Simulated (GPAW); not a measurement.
# CO/W(100): work function by functional and basis, part 2 of 2

Aim: the work function of both faces of CO/W(100), and its spread over functionals and bases.

GPAW 26.7.0; GPAW, PAW setups; slab in vacuum, relaxation (the session's first sound run).

So far, upper work function (eV): step 2 (relaxing the atoms, PBE, GPAW) 6.81; step 5 (self-consistent run: xc = "revPBE") 6.67; step 6 (self-consistent run: xc = "LDA") 7.17; step 7 (OptPBE vdW: xc = "optPBE-vdW", GPAW, PAW setups, GPAW) 7.09; step 8 (self-consistent run: xc = "vdW-DF2", GPAW, PAW setups, GPAW) 7.36.

## 9. Real-space grid: mode = "fd"

A real-space grid is a second complete basis, so it checks the plane-wave result.

run.py

```python
import json
import numpy as np
from ase import Atoms
from gpaw import GPAW

slab = Atoms(
    ['W', 'W', 'W', 'W', 'W', 'C', 'O'],
    positions=[
        [0.00000, 0.00000, 8.00000],
        [1.58000, 1.58000, 9.58000],
        [0.00000, 0.00000, 11.16000],
        [1.58000, 1.58000, 12.74736],
        [0.00000, -0.00000, 14.33400],
        [1.58000, 1.58000, 15.13149],
        [1.58000, 1.58000, 16.37571]],
    cell=[[3.16, 0.0, 0.0], [0.0, 3.16, 0.0], [0.0, 0.0, 24.29951]],
    pbc=[True, True, False])

slab.calc = GPAW(mode='fd', h=0.18, xc='PBE', kpts={'size': (10, 10, 1), 'gamma': True},
                 occupations={'name': 'fermi-dirac', 'width': 0.1}, nbands='160%',
                 convergence={'density': 1e-05}, maxiter=200,
                 poissonsolver={'dipolelayer': 'xy'},
                 symmetry={'tolerance': 1e-3}, txt='slab.txt')
result = {}
energy = slab.get_potential_energy()
fermi = slab.calc.get_fermi_level()
v = slab.calc.get_electrostatic_potential().mean((0, 1)) - fermi
n = slab.calc.get_pseudo_density().mean((0, 1))
L = slab.cell[2, 2]
z = np.arange(len(v)) * L / len(v)
low, high = slab.positions[:, 2].min(), slab.positions[:, 2].max()
below, above = np.interp([low - 5.8, high + 5.8], z, v)
slopes = [np.interp(x, z, np.gradient(v, z)) for x in (low - 5.8, high + 5.8)]
eps = np.array([[slab.calc.get_eigenvalues(k, s) for k in range(len(slab.calc.get_ibz_k_points()))]
                for s in range(slab.calc.get_number_of_spins())]) - fermi
top, bottom = eps[eps < 0].max(), eps[eps > 0].min()
dipole = slab.get_dipole_moment()[2]
print(f'energy {energy:.4f} eV, Fermi level {fermi:.4f} eV, dipole {dipole:.5f} e A')
print(f'potential 5.8 A off the faces, from the Fermi level: lower {below:.4f} eV, upper {above:.4f} eV')
print(f'slope of the potential there: lower {slopes[0]:.5f}, upper {slopes[1]:.5f} eV/A')
print(f'nearest levels on the mesh: {top:.4f} and {bottom:.4f} eV')
print('magnetic moment', round(slab.get_magnetic_moment(), 3))
result.update(energy=energy, fermi=fermi, dipole=dipole, below=below, above=above, slopes=slopes, edges=[top, bottom],
              z=z.tolist(), v=v.tolist(), n=n.tolist(), positions=slab.positions.tolist(),
              forces=slab.get_forces(apply_constraint=False).tolist(), moments=slab.get_magnetic_moments().tolist())
json.dump(result, open('result.json', 'w'))
```

Command:

```sh
$ OMP_NUM_THREADS=1 OPENBLAS_NUM_THREADS=1 python run.py
```

The log of the run:

```text
energy -69.6250 eV, Fermi level -5.5554 eV, dipole -0.14103 e A
potential 5.8 A off the faces, from the Fermi level: lower 4.2774 eV, upper 6.8332 eV
slope of the potential there: lower -0.00021, upper 0.00000 eV/A
nearest levels on the mesh: -0.0526 and 0.0049 eV
magnetic moment 0.0
```

Run time: 13 min. Hardware: 1 thread of Arm Neoverse V2, shared host; peak memory 1.2 GiB.

Numbers from this step:

* dipole along the normal: -0.1410 e·Å
* levels nearest the Fermi level on the mesh: -0.05263, 0.004943 eV from the Fermi level
* upper work function: 6.833 eV
* lower work function: 4.277 eV

The upper face's work function is 6.833 eV, against 6.811 eV in the first plane-wave PBE run at this geometry.

## 10. Atomic orbitals: mode = "lcao"

Atom-centred orbitals end a few angstrom from the surface, which tests how much the density's tail matters.

Edit run.py of step 9 so:

```diff
@@ -18,4 +18,4 @@
 
-slab.calc = GPAW(mode='fd', h=0.18, xc='PBE', kpts={'size': (10, 10, 1), 'gamma': True},
-                 occupations={'name': 'fermi-dirac', 'width': 0.1}, nbands='160%',
+slab.calc = GPAW(mode='lcao', basis='dzp', h=0.18, xc='PBE', kpts={'size': (10, 10, 1), 'gamma': True},
+                 occupations={'name': 'fermi-dirac', 'width': 0.1}, nbands='120%',
                  convergence={'density': 1e-05}, maxiter=200,
```

The log of the run:

```text
energy -67.0813 eV, Fermi level -5.5272 eV, dipole -0.13965 e A
potential 5.8 A off the faces, from the Fermi level: lower 4.2619 eV, upper 6.7925 eV
slope of the potential there: lower 0.00000, upper 0.00000 eV/A
nearest levels on the mesh: -0.0533 and 0.0101 eV
magnetic moment 0.0
```

It took 14 min on 1 thread; peak memory 0.49 GiB.

Numbers from this step:

- dipole along the normal: -0.1396 e·Å
- levels nearest the Fermi level on the mesh: -0.05331, 0.01008 eV from the Fermi level
- upper work function: 6.792 eV
- lower work function: 4.262 eV

The electrostatic potential energy of an electron (without an applied field's), less the Fermi level, planar mean oscillates, so the rows of the table below give means over windows of 1.61 Å about each position, cut where the curve ends. Its maxima inside the range that stand out by 2 % of the span (Å: eV): 8.8: -8.74, 10.4: -9.20, 12.0: -9.14, 13.5: -9.28, 15.9: -0.488. Its minima: 8.0: -20.0, 9.6: -20.7, 11.2: -20.8, 12.8: -20.8, 14.4: -22.0, 16.3: -5.38.

Table of electrostatic potential energy of an electron (without an applied field's), less the Fermi level, planar mean by z; means over each step:

z (Å), electrostatic potential energy of an electron (without an applied field's), less the Fermi level, planar mean (eV) and a bar from the least value:
```
     0.81        4.3 ###########################
     2.42        4.3 ###########################
     4.02        4.3 ###########################
     5.63        3.9 ##########################
     7.24       -6.3 ############
     8.85      -14.5 #
    10.46      -14.9 
    12.07      -14.8 #
    13.68      -15.2 
    15.29       -9.8 #######
    16.90        2.2 ########################
    18.51        6.8 ##############################
    20.12        6.8 ##############################
    21.73        6.8 ##############################
    23.34        6.8 ##############################
```

The upper face's work function is 6.792 eV, against 6.811 eV in the first plane-wave PBE run at this geometry.

## 11. The ladder

Times are for 1 thread of Arm Neoverse V2, shared host. The runs compared:

```csv
no.,run,upper work function (eV),lower work function (eV),time,memory (GiB)
1,pw,6.811,4.280,5.1 min,0.38
2,RPBE,6.667,4.131,6 min,0.38
3,revPBE,6.672,4.151,5.9 min,0.38
4,LDA,7.171,4.563,5.5 min,0.38
5,optPBE vdW,7.089,4.479,5.5 min,0.59
6,vdW DF2,7.364,4.639,5.6 min,0.59
7,fd,6.833,4.277,13 min,1.2
8,lcao,6.792,4.262,14 min,0.49
```

## 12. Side by side

Results and costs are gathered.

This step: comparison of work functions, dipole and cost (GPAW 26.7.0).

Ladder, by row:

```csv
step,code,"work function, upper (eV)","work function, lower (eV)",dipole (e Å),wall time (s),peak memory (GiB),threads
pw,GPAW,6.811,4.28,-0.1401,307.9,0.38,1
RPBE,GPAW,6.667,4.131,-0.1404,358.5,0.38,1
revPBE,GPAW,6.672,4.151,-0.1395,354.8,0.38,1
LDA,GPAW,7.171,4.563,-0.1444,331,0.38,1
optPBE-vdW,GPAW,7.089,4.479,-0.1444,327.6,0.59,1
vdW-DF2,GPAW,7.364,4.639,-0.1508,336.5,0.59,1
fd,GPAW,6.833,4.277,-0.141,765.8,1.23,1
lcao,GPAW,6.792,4.262,-0.1396,854.6,0.49,1
```

## 13. Summary of results

| Quantity | Value |
| --- | --- |
| work function, upper and lower face | 6.811 and 4.280 eV |
| dipole along the normal | -0.140 e Å |

What this shows: With plane waves and PBE the work function is 6.81 eV on the upper face and 4.28 eV on the lower. The two faces differ by 2.5 eV, the step that the slab's dipole makes (e p/(ε0 A) gives 2.5 eV), so the dipole layer is needed. Over the sound runs of the table the upper face's work function spans 6.667 (RPBE) to 7.364 eV (vdW-DF2). The cell of 9.99 Å² holds one CO, started on one chosen site; other sites and coverages weren't tried. The in-plane lattice was kept as typed, which isn't the functional's own and leaves some strain; spin-orbit coupling and temperature are left out.

[Logs are printed without paths, hosts, clocks, repeated set-up lines and the standing remarks that a program may print on its own settings, such as how far it seeks lower states.]

[Hosts, paths, dates, database ids (printed as entryN), source tags and the programs' standing remarks are cut or masked in the printed files.]
